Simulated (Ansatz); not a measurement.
# Pd-Ti stack of (100) layers: lattice stability ahead of a resistivity run

Question: is the lattice of Pd-Ti stack of (100) layers stable, and if so, what are its coupling constant and resistivity?

Calculated with Ansatz 0.2.0; DFT LDA, scalar-relativistic, plane waves, PAW; PAW set soft_1.

Report form: the programs' logs are mostly left out.

## (1) The starting structure

The cell holds 2 atoms: 1 Pd and 1 Ti. Cell: a = 2.923 Å, b = 2.923 Å, c = 13.067 Å, α = 90.0°, β = 90.0°, γ = 90.0°. Vacuum lies along c.

As a file:

```cif
data_structure
_symmetry_space_group_name_H-M 'P 1'
_symmetry_Int_Tables_number 1
_cell_length_a 2.9226
_cell_length_b 2.9226
_cell_length_c 13.0666
_cell_angle_alpha 90.000
_cell_angle_beta 90.000
_cell_angle_gamma 90.000
_cell_volume 111.61
loop_
_atom_site_label
_atom_site_type_symbol
_atom_site_fract_x
_atom_site_fract_y
_atom_site_fract_z
_atom_site_occupancy
Pd1 Pd 0.00000 0.00000 0.42092 1
Ti2 Ti 0.50000 0.50000 0.57908 1
```

## (2) Rough relaxation

Large forces or a large pressure at the start call for a first relaxation with loose thresholds.

File input.yaml:

```yaml
crystal:
  lattice:
    - [2.92265, 0.0, 0.0]
    - [0.0, 2.92265, 0.0]
    - [0.0, 0.0, 13.06663]
  atoms:
    - { symbol: Pd, position: [0.0, 0.0, 0.4209196] }
    - { symbol: Ti, position: [0.5, 0.5, 0.5790804] }
  periodic: [true, true, false]
kpoints:
  mp_grid: { grid: [6, 6, 1] }
hamiltonian:
  xc: lda
  pseudopotentials: { kind: paw, azcp: { folder: soft_1 }, xc_functional: pbe }
scf:
  occupations: { method: gaussian, width: 0.1 }
output:
  forces: true
  stress: true
  eigenvalues: true
relax:
  adjacent_minimum: "off"
  f_tol: 0.05
  max_steps: 80
  cell: { stress_2d_tol: 0.02 }
```

Started as:

```console
$ ansatz run input.yaml --threads 4 --pin off --max-ram 12288MiB --backend cpu --events-out ev --progress --plain --runs-dir out
```

It took 12 s on 4 threads of Arm Neoverse V1, shared host; peak memory 0.47 GiB.

The steps of the relaxation:

```
step  energy less that of the first step (eV)  largest force component (eV/Å)  volume (Å³)
   1                                   0.0000                          1.9781       238.60
   2                                  -0.6930                          0.1221       228.63
   3                                  -0.9330                          0.4339       206.43
   4                                  -0.9515                          0.5151       185.26
   5                                  -1.0006                          0.0510       196.42
   6                                  -1.0041                          0.0115       193.82
   7                                  -1.0042                          0.0003       193.59
  8*                                  -1.0027                          0.0012       193.59
```

Relaxation steps marked * repeat the geometry before them on a plane-wave basis chosen anew for their cell, so energy and pressure can jump there.

Forces are held to the 8 operations that the run works with; a distortion that breaks them can't arise in this run.

```
cell as run  before  after  change
      a (Å)   2.923  2.633  -9.9 %
      b (Å)   2.923  2.633  -9.9 %
```

The atoms that moved most (Å, along periodic axes as changes of fractional coordinates times the final cell, across vacuum about the mean position):

```
atom     dx     dy      dz  length
 Pd1  0.000  0.000   0.093   0.093
 Ti2  0.000  0.000  -0.093   0.093
```

Final coordinates:

```xyz
2
Lattice="2.6326 0.0000 0.0000 0.0000 2.6326 0.0000 0.0000 0.0000 27.9333" Properties=species:S:1:pos:R:3
Pd    0.0000    0.0000    5.5934
Ti    1.3163    1.3163    7.4733
```

Numbers from this step:

* metallic on mesh: yes
* gap on the k-mesh: 0 eV

The relaxation ends with a largest force component of 0.0012 eV/Å.

## (3) Relaxation

The structure is brought to rest under this functional.

input.yaml, the sections that differ from step 2:

```yaml
crystal:
  lattice:
    - [2.6325938374, 0.0, 0.0]
    - [0.0, 2.6325938374, 0.0]
    - [0.0, 0.0, 27.9332573082]
  atoms:
    - { symbol: Pd, position: [0.0, 0.0, 0.2002405277] }
    - { symbol: Ti, position: [0.5, 0.5, 0.2675398624] }
  periodic: [true, true, false]
kpoints:
  mp_grid: { grid: [12, 12, 1] }
relax:
  adjacent_minimum: "off"
  f_tol: 0.005
  max_steps: 80
  cell: { stress_2d_tol: 0.02 }
# hamiltonian, scf, output: as in step 2
```

Wall time 16 s (4 threads); peak memory 0.48 GiB; 60 s of CPU time.

Step by step:

```
step  energy less that of the first step (eV)  largest force component (eV/Å)  volume (Å³)
   1                                   0.0000                          0.0774       193.59
   2                                  -0.0004                          0.0170       194.08
   3                                  -0.0005                          0.0004       194.00
   4                                  -0.0005                          0.0004       194.00
```

The log counts 1 steps on a newly chosen plane-wave basis, not all of them marked here; energy and pressure can jump at such steps.

```
cell as run  before  after  change
      a (Å)   2.633  2.635  +0.1 %
      b (Å)   2.633  2.635  +0.1 %
```

Final coordinates:

```cif
data_structure
_symmetry_space_group_name_H-M 'P 1'
_symmetry_Int_Tables_number 1
_cell_length_a 2.6354
_cell_length_b 2.6354
_cell_length_c 27.9333
_cell_angle_alpha 90.000
_cell_angle_beta 90.000
_cell_angle_gamma 90.000
_cell_volume 194.00
loop_
_atom_site_label
_atom_site_type_symbol
_atom_site_fract_x
_atom_site_fract_y
_atom_site_fract_z
_atom_site_occupancy
Pd1 Pd 0.00000 0.00000 0.20009 1
Ti2 Ti 0.50000 0.50000 0.26769 1
```

The relaxation ends with a largest force component of 3.9e-4 eV/Å.

## (4) Tight relaxation

Residual forces and stress shift phonon frequencies, so the cell is relaxed again, with tight thresholds and the mesh and smearing of this input.

input.yaml, the sections that differ from step 3:

```yaml
crystal:
  lattice:
    - [2.635370423, 0.0, 0.0]
    - [0.0, 2.635370423, 0.0]
    - [0.0, 0.0, 27.9332573082]
  atoms:
    - { symbol: Pd, position: [0.0, 0.0, 0.2000939697] }
    - { symbol: Ti, position: [0.5, 0.5, 0.2676864204] }
  periodic: [true, true, false]
scf:
  occupations: { method: methfessel_paxton, width: 0.2 }
relax:
  adjacent_minimum: "off"
  f_tol: 0.001
  max_steps: 60
  cell: { stress_2d_tol: 0.002 }
# kpoints, hamiltonian, output: as in step 3
```

Wall time 23 s (4 threads); peak memory 0.48 GiB.

Relaxation path:

```
step  energy less that of the first step (eV)  largest force component (eV/Å)  volume (Å³)
   1                                   0.0000                          0.0201       194.00
   2                                  -0.0001                          0.0044       193.75
   3                                  -0.0001                          0.0060       193.36
   4                                  -0.0001                          0.0018       193.45
   5                                  -0.0001                          0.0000       193.46
   6                                  -0.0001                          0.0000       193.46
```

The log counts 1 steps on a newly chosen plane-wave basis, not all of them marked here; energy and pressure can jump at such steps.

```
cell as run  before  after  change
      a (Å)   2.635  2.632  -0.1 %
      b (Å)   2.635  2.632  -0.1 %
```

Final coordinates:

```cif
data_structure
_symmetry_space_group_name_H-M 'P 1'
_symmetry_Int_Tables_number 1
_cell_length_a 2.6317
_cell_length_b 2.6317
_cell_length_c 27.9333
_cell_angle_alpha 90.000
_cell_angle_beta 90.000
_cell_angle_gamma 90.000
_cell_volume 193.46
loop_
_atom_site_label
_atom_site_type_symbol
_atom_site_fract_x
_atom_site_fract_y
_atom_site_fract_z
_atom_site_occupancy
Pd1 Pd 0.00000 0.00000 0.19997 1
Ti2 Ti 0.50000 0.50000 0.26781 1
```

## (5) Phonons: q 2×2×1, k 6×6×1

Couplings are defined for a stable lattice alone, so phonons come first.

input.yaml, the sections that differ from step 4:

```yaml
crystal:
  lattice:
    - [2.6316569374, 0.0, 0.0]
    - [0.0, 2.6316569374, 0.0]
    - [0.0, 0.0, 27.9332573082]
  atoms:
    - { symbol: Pd, position: [0.0, 0.0, 0.1999681324] }
    - { symbol: Ti, position: [0.5, 0.5, 0.2678122577] }
  periodic: [true, true, false]
kpoints:
  mp_grid: { grid: [6, 6, 1] }
output:
  eigenvalues: true
phonons:
  method: dfpt
  qmesh: [2, 2, 1]
  temperatures: { t_max: 1000, t_step: 50 }
  qpath:
    path: [[0.0, 0.0, 0.0], [0.0, 0.5, 0.0], [0.5, 0.5, 0.0], [0.0, 0.0, 0.0]]
    npoints: 10
# hamiltonian, scf: as in step 4
# relax: removed
```

Wall time 33 s (4 threads); peak memory 0.65 GiB.

This step gave:

```
share of imaginary modes in the plain interpolation between solved wavevectors : 0.0393
highest frequency, solved or plainly interpolated                              : 306.2 cm⁻¹
```

Solved on the 2×2×1 mesh alone; all other wavevectors are interpolated. The phonon branches at the labelled points (cm⁻¹):

```
  point  branch 1  branch 2  branch 3  branch 4  branch 5  branch 6
      Γ         0         0         0       116       116       254
halfway       -27        46        91       158       212       228
      X       -59        71       124       133       241       282
halfway       116       132       170       211       237       294
      M       107       130       229       229       306       306
halfway        64       157       165       199       214       219
      Γ         0         0         0       116       116       254
```

Lowest modes at the softest wavevector of the mesh. Modes at q = (0.000, 0.500, 0.000), with each element's share of the kinetic energy (negative means imaginary):

```
mode  frequency (cm⁻¹)  Pd %  Ti %
   1             -58.6     0   100
   2              70.7   100     0
   3             123.9    11    89
   4             132.9    96     4
   5             241.0    89    11
   6             281.7     4    96
```

Displacements in mode 1 (-58.6 cm⁻¹), the largest set to 1, in the home cell:
```
Pd1 0.00 0.00 0.00
Ti2 1.00 0.00 0.00
```

Displacements in mode 3 (123.9 cm⁻¹), the largest set to 1, in the home cell:
```
Pd1 0.00 0.23 0.00
Ti2 0.00 0.00 1.00
```

Among the solved wavevectors the lowest mode, translations apart, is -58.6 cm⁻¹, imaginary.

## (6) Phonons by linear response: q 3×3×1, k 9×9×1

An imaginary mode on so few k-points may come from the sampling, so the phonons are repeated with another q and k mesh.

Edit input.yaml of step 5 so:

```diff
@@ -10,3 +10,3 @@
 kpoints:
-  mp_grid: { grid: [6, 6, 1] }
+  mp_grid: { grid: [9, 9, 1] }
 hamiltonian:
@@ -20,3 +20,3 @@
   method: dfpt
-  qmesh: [2, 2, 1]
+  qmesh: [3, 3, 1]
   temperatures: { t_max: 1000, t_step: 50 }
```

Wall time 74 s (4 threads); peak memory 0.99 GiB; 4.8 min of CPU time.

This step gave:

| Quantity | Value |
| --- | --- |
| share of imaginary modes in the plain interpolation between solved wavevectors | 0.0544 |
| highest frequency, solved or plainly interpolated | 263.5 cm⁻¹ |

Solved on the 3×3×1 mesh alone; all other wavevectors are interpolated. Phonon branches along the path, in cm⁻¹:

```
  point  branch 1  branch 2  branch 3  branch 4  branch 5  branch 6
      Γ         0         0         0       108       108       233
halfway       -35        58        88       136       176       247
      X        25        25       120       147       240       259
halfway        78       116       156       194       244       261
      M       102       114       216       216       264       264
halfway        47       111       154       164       189       253
      Γ         0         0         0       108       108       233
```

Lowest modes at the softest wavevector of the mesh. Modes at q = (-0.333, 0.000, 0.000), with each element's share of the kinetic energy (negative means imaginary):

```
mode  frequency (cm⁻¹)  Pd %  Ti %
   1             -36.8    58    42
   2              72.2    42    58
   3              85.7    68    32
   4             149.4    42    58
   5             207.0    70    30
   6             254.5    20    80
```

Displacements in mode 1 (-36.8 cm⁻¹), the largest set to 1, in the home cell (x, y, z of the real part, then of the imaginary part):
```
Pd1  0.00  0.60  0.00  0.00  0.52  0.00
Ti2  0.00  0.94  0.00  0.00 -0.33  0.00
```

Displacements in mode 2 (72.2 cm⁻¹), the largest set to 1, in the home cell (x, y, z of the real part, then of the imaginary part):
```
Pd1  0.00 -0.36  0.00  0.00 -0.44  0.00
Ti2  0.00  0.99  0.00  0.00 -0.16  0.00
```

The modes has structure finer than the step of the table below, so its rows give means over 10 cm⁻¹, whole bins alone (the curve runs from -47 to 281 cm⁻¹). Peaks (cm⁻¹: height): Pd 70.7: 0.0161, 114.1: 0.0742, 151.3: 0.025, 171.9: 0.0208, 190.5: 0.0208, 209.1: 0.0175, 240.1: 0.0177; Ti -30.5: 0.00924, 114.1: 0.0148, 151.3: 0.0210, 260.7: 0.0691.

Phonopy on the run's constants, 21x21x1 mesh, Gaussian sigma 2.3 cm⁻¹. Table of modes by wavenumber; means over each step; values in 1/cm⁻¹/cell:

```
wavenumber (cm⁻¹)       Pd       Ti
              -40  0.00268  0.00207
              -30  0.00974  0.00806
              -20  0.00438  0.00415
              -10   9.1e-4   5.6e-4
                0   7.5e-4   5.6e-4
               10  0.00280  0.00366
               20  0.00105  0.00191
               30  0.00340  0.00581
               40  0.00637  0.00779
               50  0.00465  0.00806
               60  0.00454  0.00949
               70   0.0126   0.0127
               80  0.00679   0.0105
               90   0.0101   0.0128
              100   0.0171   0.0129
              110   0.0389   0.0136
              120   0.0289  0.00777
              130   0.0118  0.00483
              140  0.00577  0.00565
              150   0.0169   0.0152
              160  0.00713  0.00953
              170   0.0130  0.00834
              180  0.00581  0.00560
              190   0.0140  0.00768
              200  0.00951  0.00509
              210   0.0149  0.00670
              220  0.00789  0.00462
              230  0.00762  0.00757
              240   0.0149   0.0187
              250  0.00715   0.0245
              260  0.00762   0.0509
              270   3.4e-4  0.00278
```

No LO-TO term; unit eigenvectors of the mass-weighted matrix. The modes at Γ (shares of kinetic energy by element, %):

```
mode  frequency (cm⁻¹)  symmetry  Pd %  Ti %
   1               0.0   unnamed    69    31
   2               0.0   unnamed    69    31
   3               0.0   unnamed    69    31
   4             108.2         E    31    69
   5             108.2         E    31    69
   6             232.7        A1    31    69
```

Displacements in mode 4 (108.2 cm⁻¹), the largest set to 1:
```
Pd1 -0.45  0.03  0.00
Ti2  1.00 -0.07  0.00
```

Displacements in mode 6 (232.7 cm⁻¹), the largest set to 1:
```
Pd1  0.00  0.00 -0.45
Ti2  0.00  0.00  1.00
```

Among the solved wavevectors the lowest mode, translations apart, is -36.8 cm⁻¹, imaginary.

## (7) Outcome

| Item | Value |
| --- | --- |
| phonon run of the rows without a label of their own | LDA, q 3×3×1, k 9×9×1 |
| softest mode on the q mesh | -36.8 cm⁻¹ at q = (-0.333, 0, 0) |
| highest frequency, solved or plainly interpolated | 264 cm⁻¹ |

What this shows: The lattice is dynamically unstable at this level: a mode at q = (-0.333, 0, 0) is imaginary, 36.8i cm⁻¹, so no harmonic coupling constant or resistivity is defined for this structure. These meshes are coarse, and single modes of a metal can move by tens of cm⁻¹ with the k mesh. The coarser mesh found an imaginary mode at another wavevector, which this mesh lacks. The phonon runs are not spin-polarised. The PAW files were made for PBE; under other functionals the run regenerates their frozen core. The structure was built by hand as an ordered model, and its stability against other phases was not tested.

[Logs are printed without paths, hosts, clocks, repeated set-up lines and the standing remarks that a program may print on its own settings, such as how far it seeks lower states.]

[Hosts, paths, dates, database ids (printed as entryN), source tags and the programs' standing remarks are cut or masked in the printed files.]
